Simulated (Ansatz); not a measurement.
# What InBi (model cell, started as NiAs type) distorts into, part 2 of 2

Which phase does InBi (model cell, started as NiAs type) fall into along its unstable mode, and how much energy does it gain?

Ansatz 0.2.0; DFT PBEsol, scalar-relativistic, plane waves, PAW.

So far, highest frequency on the path or at a solved wavevector (cm⁻¹): step 2 (response at finite wavevector) 119. Also lowest frequency on the path (cm⁻¹): step 2 -16.7.

The structure was built from a prototype and need not be the compound's stable phase.

## 4. The mode frozen in, largest atomic shift 0.32 Å

The atoms are moved along the unstable eigenvector, the largest shift by 0.32 Å, with the cell fixed.

input.yaml reads:

```yaml
crystal:
  lattice:
    - [0.0, -7.2430514208, 0.0]
    - [-6.2726665313, -3.6215257104, 0.0]
    - [0.0, 0.0, -7.8990694207]
  atoms:
    - { symbol: In, position: [-7.955e-07, 7.955e-07, -0.0405106069] }
    - { symbol: In, position: [0.6666674622, 0.6666658711, 0.0405111011] }
    - { symbol: In, position: [0.3333333333, 0.3333333333, -4.941e-07] }
    - { symbol: In, position: [-7.955e-07, 7.955e-07, 0.5405106069] }
    - { symbol: In, position: [0.6666674622, 0.6666658711, 0.4594888989] }
    - { symbol: In, position: [0.3333333333, 0.3333333333, 0.5000004941] }
    - { symbol: Bi, position: [0.3753528334, 0.6456571646, 0.75] }
    - { symbol: Bi, position: [0.9789920156, 0.3753528334, 0.75] }
    - { symbol: Bi, position: [0.6456566753, -0.0210107602, 0.75] }
    - { symbol: Bi, position: [0.6876761687, 0.2913138332, 0.25] }
    - { symbol: Bi, position: [0.2913138332, 1.0210079844, 0.25] }
    - { symbol: Bi, position: [0.0210107602, 0.6876766581, 0.25] }
kpoints:
  mp_grid: { grid: [6, 6, 6] }
hamiltonian:
  xc: pbesol
scf:
  occupations: { method: methfessel_paxton, width: 0.2 }
output:
  forces: true
  stress: true
  eigenvalues: true
```

Command:

```console
ansatz run input.yaml --threads 4 --pin off --max-ram 7168MiB --backend cpu --events-out ev --progress --plain --runs-dir out
```

Numbers of over 12 decimals in the logs are rounded to 6 here.

Output:

```text
[...]
k-point 0: bands = [... 80 lower, 7.8206, 8.1689, 9.0804, 10.6461, 10.6461, 11.2887, 11.2887, 11.9299, ... 13 higher]
  k-point 1: bands = [... 80 lower, 8.3039, 8.3039, 9.8703, 10.6832, 10.6832, 11.2479, 11.2479, 11.8555, ... 13 higher]
  k-point 2: bands = [... 80 lower, 9.0864, 9.0864, 10.7787, 10.7787, 10.7855, 10.8665, 11.1241, 11.1277, ... 13 higher]
  k-point 31: bands = [... 80 lower, 9.4828, 9.4828, 9.6608, 9.6608, 10.1560, 10.1560, 10.2939, 10.2939, ... 13 higher]
[key lines of the parts left out:]
SCF converged after 7 iterations
Free energy (F): -106603.637970 eV
Fermi energy:    10.038392 eV
P = ⅓ Tr σ = -0.0422 GPa (-0.422 kbar)
```

Elapsed: 8.2 s, on 4 threads of Intel Xeon 6975P-C (Granite Rapids), shared host; peak memory 1.7 GiB.

Numbers from this step:

```yaml
pressure: -0.04219 GPa
energy_from_the_undistorted_cell: -1.187 meV/atom
```

The energy, extrapolated to zero smearing, is -1.19 meV/atom against the undistorted cell.

The run ends at a pressure of -0.04 GPa, with forces up to 0.056 eV/Å.

## 5. Energy along the mode, all amplitudes (two of the runs are shown above)

An imaginary frequency means negative curvature, so the energy should fall and then rise again as anharmonic terms take over.

Numbers from this step:

```yaml
depth_at_the_lowest_point_sampled: 1.187 meV/atom
largest_atomic_shift_at_that_point: 0.32 Å
```

The energy from the parent by largest atomic shift:

```csv
largest atomic shift (Å),energy from the parent (meV/atom)
0.000,0
0.040,-0.029
0.080,-0.12
0.140,-0.38
0.220,-0.924
0.320,-1.19
0.450,3.26
0.600,32.1
```

Displacement at unit largest shift by atom:

| atom | x (Å) | y (Å) | z (Å) | size |
| --- | --- | --- | --- | --- |
| In1 | 0.00 | 0.00 | 1.00 | 1.00 |
| In2 | 0.00 | 0.00 | -1.00 | 1.00 |
| In3 | 0.00 | 0.00 | 0.00 | 0.00 |
| In4 | 0.00 | 0.00 | -1.00 | 1.00 |
| In5 | 0.00 | 0.00 | 1.00 | 1.00 |
| In6 | 0.00 | 0.00 | 0.00 | 0.00 |
| Bi7 | 0.41 | -0.71 | 0.00 | 0.82 |
| Bi8 | -0.82 | 0.00 | 0.00 | 0.82 |
| Bi9 | 0.41 | 0.71 | 0.00 | 0.82 |
| Bi10 | 0.82 | 0.00 | 0.00 | 0.82 |
| Bi11 | -0.41 | 0.71 | 0.00 | 0.82 |
| Bi12 | -0.41 | -0.71 | 0.00 | 0.82 |

The lowest of the steps tried is at 0.32 Å, 1.19 meV/atom below the parent; the bottom of the well need not coincide with a step.

## 6. Relaxation from the frozen mode

Starting from the lowest point found, all atoms and the cell are let go, so that strain and other modes of the same symmetry can join in.

Changes to input.yaml since step 4:

```diff
@@ -28 +28,6 @@
   eigenvalues: true
+relax:
+  adjacent_minimum: "off"
+  f_tol: 0.002
+  max_steps: 120
+  cell: { stress_tol: 0.03 }
```

Output:

```text
[...]
Crystal: 12 atoms, lattice volume = 358.880 Å³
Basis set: ecut = 420 eV, 6987 PW (Γ), exchange–correlation on 100×100×108 points (8 copies of the dense FFT grid, shifted against one another)
Bands: 101, of which v1, the nominal top of the filled ones, is band 84 counted from 1 (83 counted from 0)
Symmetry: 12 space group operations
[...]
k-points: 32 of 216
[...]
SCF iter   1: F=—  HF=-106603.648668 eV  |F-HF|=—  |Δ(HF+E_count)|=         —  Δρ=2.80e-3  dr2=2.57e-2  ethr=1.77e-3  ⟨swp⟩=6.7  Hψ=13726  notcnv=0
[...]
SCF iter   7: F=-106603.637970 eV  HF=-106603.637970 eV  |F-HF|=1.16e-8  |Δ(HF+E_count)|=   2.80e-8  S|Δr|=    0.00e0  Δρ=2.60e-6  dr2=3.78e-8  ethr=5.95e-11  ⟨swp⟩=10.7  Hψ=15896  notcnv=0
SCF 1 converged in 7 iterations: F = -106603.637970 eV  dr2 = 3.78e-8
[...]
relax step   1: F+E_penalty+E_count = -106603.63797047 eV  Δ(F+E_penalty+E_count) = +0.000e0 eV  max|allowed force component| = 5.566e-2 eV/Å  Δτ_max = 0.0000 Å  P = -0.042 GPa  Ω = 358.880 Å³  (7 SCF iters, dr2 threshold 1.00e-7 eV, accepted)
Crystal: 12 atoms, lattice volume = 357.590 Å³
Basis set: ecut = 420 eV, 6963 PW (Γ), exchange–correlation on 100×100×108 points (8 copies of the dense FFT grid, shifted against one another)
[...]
SCF iter   5: F=-106603.645620 eV  HF=-106603.645620 eV  |F-HF|=8.43e-9  |Δ(HF+E_count)|=   9.88e-8  S|Δr|=    0.00e0  Δρ=3.43e-6  dr2=7.55e-8  ethr=1.15e-10  ⟨swp⟩=7.6  Hψ=14379  notcnv=0
SCF 2 converged in 5 iterations: F = -106603.645620 eV  dr2 = 7.55e-8
[...]
relax step   2: F+E_penalty+E_count = -106603.64562025 eV  Δ(F+E_penalty+E_count) = -7.650e-3 eV  max|allowed force component| = 1.349e-2 eV/Å  Δτ_max = 0.0081 Å  P = +0.103 GPa  Ω = 357.590 Å³  energy of the carried Pulay correction = +2.512e-4 eV  (5 SCF iters, dr2 threshold 1.94e-7 eV, accepted)
Crystal: 12 atoms, lattice volume = 356.609 Å³
Basis set: ecut = 420 eV, 6957 PW (Γ), exchange–correlation on 100×100×108 points (8 copies of the dense FFT grid, shifted against one another)
[...]
SCF iter   6: F=-106603.660253 eV  HF=-106603.660253 eV  |F-HF|=3.39e-9  |Δ(HF+E_count)|=   3.46e-8  S|Δr|=    0.00e0  Δρ=2.46e-6  dr2=3.23e-8  ethr=1.46e-10  ⟨swp⟩=7.6  Hψ=12451  notcnv=0
SCF 3 converged in 6 iterations: F = -106603.660253 eV  dr2 = 3.23e-8
relax step   3: F+E_penalty+E_count = -106603.66025277 eV  Δ(F+E_penalty+E_count) = -1.463e-2 eV  max|allowed force component| = 5.892e-2 eV/Å  Δτ_max = 0.0314 Å  P = +0.212 GPa  Ω = 356.609 Å³  energy of the carried Pulay correction = +4.428e-4 eV  (6 SCF iters, dr2 threshold 2.44e-7 eV, accepted)
[... from here on, the SCF cycles and remarks between the steps are left out ...]
relax step   4: F+E_penalty+E_count = -106603.69628540 eV  Δ(F+E_penalty+E_count) = -3.603e-2 eV  max|allowed force component| = 9.861e-2 eV/Å  Δτ_max = 0.0566 Å  P = +0.440 GPa  Ω = 354.871 Å³  energy of the carried Pulay correction = +7.835e-4 eV  (6 SCF iters, dr2 threshold 5.12e-7 eV, accepted)
relax step   5: F+E_penalty+E_count = -106603.75229238 eV  Δ(F+E_penalty+E_count) = -5.601e-2 eV  max|allowed force component| = 1.230e-1 eV/Å  Δτ_max = 0.0673 Å  P = +0.633 GPa  Ω = 353.709 Å³  energy of the carried Pulay correction = +1.012e-3 eV  (6 SCF iters, dr2 threshold 1.20e-6 eV, accepted)
relax step   6: F+E_penalty+E_count = -106603.80804791 eV  Δ(F+E_penalty+E_count) = -5.576e-2 eV  max|allowed force component| = 1.100e-1 eV/Å  Δτ_max = 0.0573 Å  P = +0.620 GPa  Ω = 354.351 Å³  energy of the carried Pulay correction = +8.857e-4 eV  (5 SCF iters, dr2 threshold 1.20e-6 eV, accepted)
relax step   7: F+E_penalty+E_count = -106603.85178283 eV  Δ(F+E_penalty+E_count) = -4.373e-2 eV  max|allowed force component| = 1.939e-1 eV/Å  Δτ_max = 0.1835 Å  P = -0.532 GPa  Ω = 363.472 Å³  energy of the carried Pulay correction = -8.866e-4 eV  (6 SCF iters, dr2 threshold 1.20e-6 eV, accepted)
relax step   8: F+E_penalty+E_count = -106603.71881983 eV  Δ(F+E_penalty+E_count) = +1.330e-1 eV  max|allowed force component| = 5.254e-1 eV/Å  Δτ_max = 0.1130 Å  P = +0.905 GPa  Ω = 357.443 Å³  energy of the carried Pulay correction = +2.800e-4 eV  (6 SCF iters, dr2 threshold 1.20e-6 eV, rejected (line search))
relax step   9: F+E_penalty+E_count = -106603.87974362 eV  Δ(F+E_penalty+E_count) = -2.796e-2 eV  max|allowed force component| = 2.944e-2 eV/Å  Δτ_max = 0.0539 Å  P = -0.117 GPa  Ω = 360.265 Å³  energy of the carried Pulay correction = -2.685e-4 eV  (10 SCF iters, accepted)
relax step  10: F+E_penalty+E_count = -106603.88036014 eV  Δ(F+E_penalty+E_count) = -6.165e-4 eV  max|allowed force component| = 1.512e-2 eV/Å  Δτ_max = 0.0226 Å  P = +0.162 GPa  Ω = 358.566 Å³  energy of the carried Pulay correction = +6.119e-5 eV  (6 SCF iters, dr2 threshold 5.42e-8 eV, accepted)
relax step  11: F+E_penalty+E_count = -106603.88105514 eV  Δ(F+E_penalty+E_count) = -6.950e-4 eV  max|allowed force component| = 1.279e-3 eV/Å  Δτ_max = 0.0084 Å  P = +0.006 GPa  Ω = 359.660 Å³  energy of the carried Pulay correction = -1.513e-4 eV  (5 SCF iters, dr2 threshold 8.48e-8 eV, accepted)
relax step  12: F+E_penalty+E_count = -106603.88542981 eV  Δ(F+E_penalty+E_count) = -4.375e-3 eV  max|allowed force component| = 1.418e-3 eV/Å  Δτ_max = 0.0000 Å  P = +0.040 GPa  Ω = 359.660 Å³  stress off target by 1.21e-1 GPa  SCF on the basis re-selected at this cell (its energy is not comparable with the rows above)  (7 SCF iters)
relax step  13: F+E_penalty+E_count = -106603.88597214 eV  Δ(F+E_penalty+E_count) = -5.423e-4 eV  max|allowed force component| = 2.717e-3 eV/Å  Δτ_max = 0.0044 Å  P = +0.013 GPa  Ω = 359.923 Å³  energy of the carried Pulay correction = -5.352e-5 eV  (5 SCF iters, dr2 threshold 3.69e-8 eV, accepted)
relax step  14: F+E_penalty+E_count = -106603.88596169 eV  Δ(F+E_penalty+E_count) = +1.045e-5 eV  max|allowed force component| = 5.287e-3 eV/Å  Δτ_max = 0.0047 Å  P = -0.013 GPa  Ω = 360.176 Å³  energy of the carried Pulay correction = -1.039e-4 eV  (6 SCF iters, dr2 threshold 3.12e-9 eV, accepted)
relax step  15: F+E_penalty+E_count = -106603.88602114 eV  Δ(F+E_penalty+E_count) = -5.945e-5 eV  max|allowed force component| = 8.923e-5 eV/Å  Δτ_max = 0.0018 Å  P = +0.000 GPa  Ω = 360.060 Å³  energy of the carried Pulay correction = -8.125e-5 eV  (5 SCF iters, dr2 threshold 1.75e-9 eV, accepted)
[...]
SCF iter   4: F=-106603.886117 eV  HF=-106603.886117 eV  |F-HF|=1.46e-11  |Δ(HF+E_count)|=  1.02e-10  S|Δr|=    0.00e0  Δρ=9.42e-8  dr2=2.40e-11  ethr=1.00e-12  ⟨swp⟩=7.6  Hψ=14455  notcnv=0
SCF 16 converged in 4 iterations: F = -106603.886117 eV  dr2 = 2.40e-11
relax step  16: F+E_penalty+E_count = -106603.88611731 eV  Δ(F+E_penalty+E_count) = -9.617e-5 eV  max|allowed force component| = 8.908e-5 eV/Å  Δτ_max = 0.0000 Å  P = -0.000 GPa  Ω = 360.060 Å³  stress off target by 2.28e-4 GPa  SCF on the basis re-selected at this cell (its energy is not comparable with the rows above)  (4 SCF iters)
[...]
SCF converged after 4 iterations
[...]
Free energy (F): -106603.886117 eV
[...]
Internal energy: -106603.901986 eV  (E = F + TS)
E sigma→0 (E₀):  -106603.890085 eV
Entropy (-TS):   0.015869 eV (1.322 meV/atom)
Fermi energy:    10.227865 eV
[...]
--- Forces (eV/Å), atoms counted from 1 ---
  atom   1  In     0.00000000     0.00000000     0.00004091
  atom   2  In    -0.00000000    -0.00000000    -0.00004091
  atom   3  In    -0.00000000     0.00000000    -0.00000000
  atom   4  In    -0.00000000     0.00000000    -0.00004091
  atom   5  In     0.00000000    -0.00000000     0.00004091
  atom   6  In     0.00000000     0.00000000     0.00000000
  atom   7  Bi    -0.00006032     0.00006803    -0.00000000
  atom   8  Bi     0.00008908     0.00001822     0.00000000
  atom   9  Bi    -0.00002876    -0.00008625    -0.00000000
  atom  10  Bi    -0.00008908    -0.00001822    -0.00000000
  atom  11  Bi     0.00006032    -0.00006803     0.00000000
  atom  12  Bi     0.00002876     0.00008625     0.00000000
  max |Σ_I F_I| component: 9.26e-18 eV/Å
--- Stress (GPa, compression-positive) ---
       -0.000228      -0.000000       0.000000
        0.000000      -0.000228       0.000000
        0.000000       0.000000       0.000170
  P = ⅓ Tr σ = -0.0001 GPa (-0.001 kbar)
--- Band table (eV; the first three rows and the last of 32) ---
  k-point 0: bands = [... 80 lower, 8.1455, 8.4566, 8.4566, 12.0045, 12.0213, 12.0213, 12.2022, 12.6929, ... 13 higher]
  k-point 1: bands = [... 80 lower, 8.6626, 8.6626, 9.1879, 11.0873, 11.3032, 11.7654, 11.7654, 12.2886, ... 13 higher]
  k-point 2: bands = [... 80 lower, 9.0635, 9.0635, 9.9896, 10.1004, 10.5170, 11.0240, 11.0240, 11.5023, ... 13 higher]
  k-point 31: bands = [... 80 lower, 9.9689, 9.9689, 10.3019, 10.3019, 10.3883, 10.3883, 10.6601, 10.6601, ... 13 higher]
--- Relaxed structure (14 steps of the walk, 13 accepted, 2 SCFs on fresh bases) ---
  F+E_penalty+E_count = -106603.88611731 eV   max|allowed force component| = 8.908e-5 eV/Å   (the final SCF, on the basis selected at the relaxed cell)
  cell:  # Å, volume = 360.0599 Å³
    - [-7.577802245653064e-18, -6.841888, 0.0]
    - [-5.925249, -3.420944, 0.0]
    - [0.0, 0.0, -8.881621]
  atoms:
    - { symbol: In, position: [-8.723880625226405e-17, -1.342305105613992e-17, -0.063559] }
    - { symbol: In, position: [0.666667, 0.666667, 0.063559] }
    - { symbol: In, position: [0.333333, 0.333333, 2.5929002837794474e-17] }
    - { symbol: In, position: [-8.723880625226405e-17, -1.342305105613992e-17, 0.563559] }
    - { symbol: In, position: [0.666667, 0.666667, 0.436441] }
    - { symbol: In, position: [0.333333, 0.333333, 0.5] }
    - { symbol: Bi, position: [0.427576, 0.600399, 0.750000] }
    - { symbol: Bi, position: [0.972025, 0.427576, 0.750000] }
    - { symbol: Bi, position: [0.600399, -0.027975, 0.750000] }
    - { symbol: Bi, position: [0.694642, 0.239090, 0.25] }
    - { symbol: Bi, position: [0.239090, 1.066268, 0.25] }
    - { symbol: Bi, position: [0.066268, 0.694642, 0.25] }
```

The job ended after 2.4 min (4 threads; peak memory 1.7 GiB).

Relaxation path:

```csv
step,energy less that of the first step (eV),largest force component (eV/Å),pressure (GPa),volume (Å³)
1,0.0000,0.0557,-0.04,358.88
2,-0.0076,0.0135,0.10,357.59
3,-0.0223,0.0589,0.21,356.61
4,-0.0583,0.0986,0.44,354.87
5,-0.1143,0.1230,0.63,353.71
6,-0.1701,0.1100,0.62,354.35
7,-0.2138,0.1939,-0.53,363.47
8,-0.0808,0.5254,0.90,357.44
9,-0.2418,0.0294,-0.12,360.26
10,-0.2424,0.0151,0.16,358.57
11,-0.2431,0.0013,0.01,359.66
12*,-0.2475,0.0014,0.04,359.66
13,-0.2480,0.0027,0.01,359.92
14,-0.2480,0.0053,-0.01,360.18
15,-0.2481,0.0001,0.00,360.06
16*,-0.2481,0.0001,0.00,360.06
```

Relaxation steps marked * repeat the geometry before them on a plane-wave basis chosen anew for their cell, so energy and pressure can jump there. Relaxation step 8 was tried and not accepted.

The run keeps the 12 symmetry operations that it works with, so distortions that break them were not tested.

```
     cell as run  before  after   change
           a (Å)   7.243  6.842   -5.5 %
           b (Å)   7.243  6.842   -5.5 %
           c (Å)   7.899  8.882  +12.4 %
volume (Å³/atom)   29.91  30.00   +0.3 %
```

The atoms that moved most (Å, as changes of fractional coordinates times the final cell):

| atom | dx | dy | dz | length |
| --- | --- | --- | --- | --- |
| Bi11 | -0.268 | 0.202 | 0.000 | 0.336 |
| Bi7 | 0.268 | -0.202 | 0.000 | 0.336 |
| Bi10 | 0.309 | 0.131 | 0.000 | 0.336 |
| Bi8 | -0.309 | -0.131 | 0.000 | 0.336 |
| Bi9 | 0.041 | 0.333 | 0.000 | 0.336 |
| Bi12 | -0.041 | -0.333 | 0.000 | 0.336 |
| In1 | 0.000 | 0.000 | 0.205 | 0.205 |
| In4 | 0.000 | 0.000 | -0.205 | 0.205 |

Final coordinates:

```xyz
12
Lattice="0.0000 -6.8419 0.0000 -5.9252 -3.4209 0.0000 0.0000 0.0000 -8.8816" Properties=species:S:1:pos:R:3 pbc="T T T"
In    0.0000    0.0000    0.5645
In   -3.9502   -6.8419   -0.5645
In   -1.9751   -3.4209    0.0000
In    0.0000    0.0000   -5.0053
In   -3.9502   -6.8419   -3.8763
In   -1.9751   -3.4209   -4.4408
Bi   -3.5575   -4.9794   -6.6612
Bi   -2.5335   -8.1132   -6.6612
Bi    0.1658   -4.0122   -6.6612
Bi   -1.4167   -5.5706   -2.2204
Bi   -6.3179   -5.2835   -2.2204
Bi   -4.1159   -2.8297   -2.2204
```

This step gave:

* pressure: -9.54e-5 GPa
* volume per atom: 30.00 Å³

The distorted start has space group P6_3/m; the relaxation ends in P6_3/m.

## 7. The phases reached

The phases reached along the modes that were followed are set side by side.

Energies are those of the first relaxation, on the mesh of the frozen mode; space group, volume and gap are those of the last relaxation. Phases, by row:

```
                 mode frozen in  space group  energy from parent (meV/atom)  volume (Å³/atom)  gap on mesh (eV)  lowest zone-centre optical mode (cm⁻¹)  largest shift (Å)
                         parent     P6_3/mmc                              0             29.91                 0                                       –                  –
q = (0.333, 0.333, 0), 14i cm⁻¹       P6_3/m                         -22.08                30                 0                                       –              0.574
```

## 8. Summary of results

```
unstable mode of the parent                                                      : q = (0.333, 0.333, 0), 14i cm⁻¹
depth at the lowest point sampled                                                : 1.19 meV/atom
largest atomic shift at that point                                               : 0.32 Å
space group reached (within 0.01 Å)                                              : P6_3/m
energy gained over the parent (first relaxation, on the mesh of the frozen mode) : 22.1 meV/atom
volume per atom, phase reached                                                   : 30.0 Å³
```

Along this mode the structure falls into P6_3/m, 22.1 meV/atom below the parent. At the parent's cell the well is 1.187 meV/atom deep on the steps tried, with its lowest point at a shift of 0.32 Å. Relaxing atoms and cell changes the gain by +20.89 meV/atom against the lowest step (energies at zero smearing). Most of the total comes from this relaxation. The modes of the phase reached were not computed on this path. Each path keeps the symmetry of its pattern, so a lower phase may lie along a pattern not tried. With no gap, or one that is small against the smearing, the frequencies hang on the k mesh and the smearing, most of all near Kohn anomalies. Spin-orbit coupling is left out, which can matter for the heavy elements here. The starting cell was built on a prototype and not taken from a measurement, so the phase need not exist.

[Logs are printed without paths, hosts, clocks, repeated set-up lines and the standing remarks that a program may print on its own settings, such as how far it seeks lower states.]

[Hosts, paths, dates, database ids (printed as entryN), source tags and the programs' standing remarks are cut or masked in the printed files.]
